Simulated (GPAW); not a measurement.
# W: optical spectrum from first principles, part 2 of 2

Aim: the dielectric function of W, and the optical constants that follow from it.

GPAW 26.7.0; DFT, PBE, plane-wave PAW (GPAW data sets), scalar-relativistic, RPA, optical limit.

So far. Step 2 (Ground state): There are states at the Fermi level within the smearing, so the occupations stay smeared and the carriers get a Drude term.

## Step 4: Dielectric function, RPA

Local fields let the induced charge screen the field inside the cell, which as a rule lowers ε, most along directions where the density is uneven.

This step: DFT, PBE, plane-wave PAW (GPAW data sets), scalar-relativistic, RPA, optical limit (GPAW 26.7.0).

df.py reads:

```python
from gpaw.response.df import DielectricFunction

df = DielectricFunction('full.gpw', frequencies={'type': 'nonlinear', 'domega0': 0.03, 'omega2': 8},
                        ecut=50,
                        eta=0.15,
                        nbands=18,
                        rate=0.05,
                        txt='df.txt')
for direction in ['x']:
    df.get_dielectric_function(xc='RPA', direction=direction, filename=f'df_{direction}.csv')
```

Launch:

```console
> OMP_NUM_THREADS=1 python df.py
```

Numbers of over 12 decimals in the logs are rounded to 6 here.

What it wrote:

```text
Using integrator: PointIntegrator
NonLinearFrequencyDescriptor(from 0.000 to 113.258 eV, 551 points)
Nonperiodic BCs:  [False False False]
Using integrator: PointIntegrator
NonLinearFrequencyDescriptor(from 0.000 to 113.258 eV, 551 points)
Nonperiodic BCs:  [False False False]
Using integrator: PointIntegrator

Calculating chi0 body with:
    Ground state adapter containing:
    Number of spins: 1
    Number of kpoints: 10648
    Number of irreducible kpoints: 328
    Number of completely occupied states: 6
    Number of partially occupied states: 9

    Linear response parametrization:
    q_c: [0.0, 0.0, 0.0]
    Number of frequency points: 551
    Planewave cutoff: 50.0
    Number of bands: 18
    Number of planewaves: 13
    Broadening (eta): 0.15

Integrating chi0 body.

Symmetries of q_c:
    Direct symmetries (Uq -> q): 48
    Indirect symmetries (TUq -> q): 0
In total 48 allowed symmetries.

328 groups of equivalent kpoints. 96.919609% reduction.

Integral kind: spectral function

Calculating chi0 optical extensions with:
    Ground state adapter containing:
    Number of spins: 1
    Number of kpoints: 10648
    Number of irreducible kpoints: 328
    Number of completely occupied states: 6
    Number of partially occupied states: 9

    Linear response parametrization:
    Number of frequency points: 551
    Planewave cutoff: 50.0
    Number of bands: 18
    Number of planewaves: 13
    Broadening (eta): 0.15
Integrating chi0 head and wings.

Symmetries of q_c:
    Direct symmetries (Uq -> q): 48
    Indirect symmetries (TUq -> q): 0
In total 48 allowed symmetries.

328 groups of equivalent kpoints. 96.919609% reduction.

Integral kind: spectral function wings

Calculating drude chi0 with:
    Number of frequency points:551
    Plasma frequency decay rate: 0.05 eV

    Ground state adapter containing:
    Number of spins: 1
    Number of kpoints: 10648
    Number of irreducible kpoints: 328
    Number of completely occupied states: 6
    Number of partially occupied states: 9

Symmetries of q_c:
    Direct symmetries (Uq -> q): 48
    Indirect symmetries (TUq -> q): 0
In total 48 allowed symmetries.

328 groups of equivalent kpoints. 96.919609% reduction.

Integral kind: intraband
Plasma frequency:
[[6.34+0.j 0.  -0.j 0.  +0.j]
 [0.  -0.j 6.34+0.j 0.  +0.j]
 [0.  +0.j 0.  +0.j 6.34+0.j]]
```

Run time: 10 s. Hardware: 1 thread of AMD EPYC 7R13 (Zen 3), shared host; peak memory 0.2 GiB.

Numbers from this step:

* main peak of the optical conductivity above 1 eV, first axis: 5.238 eV

Some rows of df_x.csv (energy; Re and Im without local fields; Re and Im with them):

```text
0.000000, 16145.623447, 0.000000, 16145.590076, 0.000000
0.460735, -137.845047, 78.988348, -137.871094, 78.969140
0.943989, -28.546175, 16.637163, -28.560264, 16.629063
1.451455, 0.935531, 14.475603, 0.928640, 14.468476
1.984998, 8.024042, 18.571533, 8.021487, 18.572577
2.546682, 6.410291, 19.662735, 6.403188, 19.674727
3.138794, 6.635830, 17.303321, 6.636572, 17.303874
3.763875, 2.965821, 16.889672, 2.982092, 16.900021
4.424758, 4.846385, 15.978893, 4.888659, 16.001780
5.124608, 0.536371, 22.472823, 0.656356, 22.584704
5.866977, -9.421916, 13.056851, -9.524626, 13.212219
6.655862, -7.388316, 6.848959, -7.489458, 6.912702
7.495775, -4.233225, 4.231468, -4.314773, 4.273002
8.391833, -2.256418, 3.361439, -2.334294, 3.389613
9.349861, -1.088168, 3.221858, -1.137847, 3.245502
10.376517, -1.053738, 4.145946, -1.089949, 4.224323
11.479449, -1.903350, 3.321768, -2.019074, 3.446332
12.667487, -1.621468, 2.639850, -1.806967, 2.737385
13.950874, -1.116027, 1.554875, -1.327168, 1.591740
```

Im ε, E ∥ x against photon energy; read off at these points:

photon energy (eV), Im ε, E ∥ x and a bar:
```
    0.500         75 ##############################
    0.750         28 ###########
    1.000         15 #####
    1.250         15 #####
    1.500         15 #####
    1.750         16 ######
    2.000         19 #######
    2.250         20 #######
    2.318         20 ########
    2.500         20 #######
    2.750         18 #######
    3.000         17 ######
    3.250         19 #######
    3.302         19 #######
    3.500         18 #######
    3.750         17 ######
    4.000         16 ######
    4.250         15 ######
    4.500         17 ######
    4.750         19 #######
    5.000         20 ########
    5.250         23 #########
    5.500         18 #######
    5.750         15 #####
    6.000         11 ####
    6.250          9 ###
    6.500          8 ###
    6.750          6 ##
    7.000          5 #
    7.250          5 #
    7.500          4 #
    7.750          4 #
    8.000          3 #
    8.250          3 #
    8.500          3 #
    8.750          3 #
    9.000          3 #
    9.250          3 #
    9.500          3 #
    9.750          4 #
   10.000          4 #
   10.250          4 #
   10.500          4 #
   10.750          4 #
   11.000          4 #
   11.250          4 #
   11.500          3 #
   11.750          3 #
   12.000          3 #
   12.250          3 
   12.500          3 
   12.750          3 
   13.000          3 
   13.250          2 
   13.500          2 
   13.750          2
```

Table of Re ε, E ∥ x by photon energy:

photon energy (eV), Re ε, E ∥ x and a bar from the least value:
```
      0.5       -119 
      1.0        -22 #######################
      1.5          2 #############################
      2.0          8 ##############################
      2.5          7 ##############################
      3.0          6 ##############################
      3.5          4 #############################
      4.0          3 #############################
      4.5          5 #############################
      5.0          3 #############################
      5.5         -8 ##########################
      6.0         -9 ##########################
      6.5         -8 ##########################
      7.0         -6 ###########################
      7.5         -4 ###########################
      8.0         -3 ###########################
      8.5         -2 ############################
      9.0         -2 ############################
      9.5         -1 ############################
     10.0         -1 ############################
     10.5         -1 ############################
     11.0         -2 ############################
     11.5         -2 ############################
     12.0         -2 ############################
     12.5         -2 ############################
     13.0         -2 ############################
     13.5         -2 ############################
```

The reflectivity at normal incidence, E ∥ x by photon energy; read off at these points:

photon energy (eV), reflectivity at normal incidence, E ∥ x (%) and a bar from the least value:
```
     0.50       91.1 ##############################
     1.00       80.4 #########################
     1.50       46.3 #######
     2.00       47.7 ########
     2.50       49.1 #########
     3.00       46.6 #######
     3.50       48.8 #########
     4.00       46.6 ########
     4.50       47.2 ########
     5.00       52.0 ##########
     5.50       62.3 ###############
     6.00       65.2 #################
     6.50       64.7 #################
     6.71       65.9 #################
     7.00       62.1 ###############
     7.50       58.0 #############
     8.00       53.7 ###########
     8.50       44.7 #######
     9.00       38.4 ###
     9.50       32.8 
    10.00       31.8 
    10.50       35.7 ##
    11.00       40.6 ####
    11.50       42.8 ######
    12.00       41.2 #####
    12.50       40.1 ####
    13.00       42.7 ######
    13.50       42.9 ######
    13.77       46.6 #######
```

The loss function −Im 1/ε at q → 0, E ∥ x by energy loss; read off at these points:

energy loss (eV), loss function −Im 1/ε at q → 0, E ∥ x and a bar:
```
    0.500      0.004 
    0.750      0.006 
    1.000      0.021 ##
    1.250      0.058 ######
    1.500      0.067 ######
    1.750      0.051 #####
    2.000      0.046 ####
    2.250      0.043 ####
    2.500      0.046 ####
    2.750      0.052 #####
    3.000      0.053 #####
    3.250      0.049 #####
    3.500      0.052 #####
    3.750      0.057 #####
    4.000      0.062 ######
    4.250      0.062 ######
    4.500      0.055 #####
    4.750      0.052 #####
    5.000      0.048 #####
    5.250      0.042 ####
    5.500      0.046 ####
    5.750      0.049 #####
    6.000      0.053 #####
    6.250      0.061 ######
    6.500      0.065 ######
    6.750      0.070 #######
    7.000      0.087 #########
    7.250      0.094 #########
    7.500      0.116 ###########
    7.750      0.125 ############
    8.000      0.156 ################
    8.250      0.186 ###################
    8.500      0.209 #####################
    8.750      0.233 #######################
    9.000      0.243 ########################
    9.250      0.256 ##########################
    9.416      0.276 ############################
    9.500      0.271 ###########################
    9.750      0.264 ###########################
   10.000      0.250 #########################
   10.250      0.225 #######################
   10.500      0.225 #######################
   10.750      0.226 #######################
   11.000      0.200 ####################
   11.250      0.217 ######################
   11.500      0.219 ######################
   11.750      0.244 #########################
   12.000      0.236 ########################
   12.250      0.247 #########################
   12.500      0.264 ###########################
   12.750      0.264 ###########################
   13.000      0.269 ###########################
   13.250      0.288 #############################
   13.500      0.291 #############################
   13.750      0.297 ##############################
```

The Im ε, E ∥ x by photon energy; read off at these points:

| photon energy (eV) | without local fields | with local fields |
| --- | --- | --- |
| 0.500 | 74.9 | 74.9 |
| 0.750 | 27.9 | 27.9 |
| 1.000 | 15.2 | 15.2 |
| 1.250 | 15.1 | 15.1 |
| 1.500 | 14.6 | 14.6 |
| 1.750 | 15.6 | 15.5 |
| 2.000 | 18.5 | 18.5 |
| 2.250 | 19.8 | 19.8 |
| 2.318 | 20.1 | 20.1 |
| 2.500 | 19.5 | 19.5 |
| 2.750 | 18.1 | 18.1 |
| 3.000 | 16.9 | 16.9 |
| 3.250 | 18.5 | 18.5 |
| 3.302 | 18.7 | 18.7 |
| 3.500 | 18.2 | 18.2 |
| 3.750 | 16.9 | 17.0 |
| 4.000 | 15.6 | 15.6 |
| 4.250 | 15.3 | 15.3 |
| 4.500 | 17.0 | 17.0 |
| 4.750 | 18.6 | 18.6 |
| 5.000 | 20.2 | 20.3 |
| 5.250 | 22.9 | 23.1 |
| 5.500 | 18.1 | 18.3 |
| 5.750 | 14.8 | 15.0 |
| 6.000 | 11.2 | 11.4 |
| 6.250 | 9.22 | 9.31 |
| 6.500 | 7.90 | 7.97 |
| 6.750 | 6.10 | 6.16 |
| 7.000 | 5.40 | 5.44 |
| 7.250 | 4.64 | 4.68 |
| 7.500 | 4.23 | 4.27 |
| 7.750 | 3.90 | 3.94 |
| 8.000 | 3.36 | 3.39 |
| 8.250 | 3.37 | 3.40 |
| 8.500 | 3.35 | 3.37 |
| 8.750 | 3.37 | 3.39 |
| 9.000 | 3.42 | 3.44 |
| 9.250 | 3.29 | 3.31 |
| 9.500 | 3.43 | 3.46 |
| 9.750 | 3.57 | 3.61 |
| 10.000 | 3.83 | 3.89 |
| 10.250 | 4.20 | 4.27 |
| 10.500 | 4.03 | 4.12 |
| 10.750 | 4.04 | 4.14 |
| 11.000 | 4.10 | 4.22 |
| 11.250 | 3.85 | 3.97 |
| 11.500 | 3.28 | 3.40 |
| 11.750 | 3.17 | 3.28 |
| 12.000 | 3.15 | 3.26 |
| 12.250 | 2.73 | 2.83 |
| 12.500 | 2.78 | 2.89 |
| 12.750 | 2.53 | 2.61 |
| 13.000 | 2.45 | 2.53 |
| 13.250 | 2.19 | 2.27 |
| 13.500 | 2.16 | 2.25 |
| 13.750 | 1.78 | 1.84 |

Optical constants at common wavelengths, from n + ik = √ε:

| wavelength (nm) | n | k | R (%) | 1/α |
| --- | --- | --- | --- | --- |
| 1550 | 1.60 | 7.248 | 89.2 | 17 nm |
| 633 | 3.77 | 2.453 | 47.6 | 21 nm |
| 405 | 3.47 | 2.432 | 46.4 | 13 nm |
| 365 | 3.44 | 2.676 | 48.8 | 11 nm |
| 308 | 3.09 | 2.524 | 46.5 | 9.7 nm |
| 248 | 3.39 | 2.990 | 51.9 | 6.6 nm |
| 193 | 1.36 | 3.110 | 64.3 | 4.9 nm |

In reflection the computed colour is light grey: x = 0.310, y = 0.330, luminous reflectivity 48 %.

## Step 5: Summary of results

| Item | Value |
| --- | --- |
| main peak of the optical conductivity above 1 eV, first axis | 5.24 eV |

**Reading.** At this level (PBE, RPA) W is a metal; it reflects 49 % at 550 nm. In reflection the computed colour is light grey: x = 0.310, y = 0.330, luminous reflectivity 48 %. The carriers' damping of 0.05 eV is typed, not computed; it shapes the response at the lowest energies. Spin-orbit coupling is left out although heavy atoms are present. The sum runs over mesh points, so small or evenly spaced maxima can still be ripples of the mesh. In this version of GPAW the matrix elements of the optical limit are incomplete, which can lower ε − 1 by up to a tenth where first-row anions or d states rule, and shift it by more in d metals. GPAW's carrier term has the form −ωp²/(ω + i·rate)², which damps like twice the rate and fails at low energy, so the curves leave the lowest energies out.

[Machine, clock and banner lines and Python warnings are left out of the logs.]

[Logs are printed without paths, hosts, clocks, repeated set-up lines and the standing remarks that a program may print on its own settings, such as how far it seeks lower states.]

[Hosts, paths, dates, database ids (printed as entryN), source tags and the programs' standing remarks are cut or masked in the printed files.]
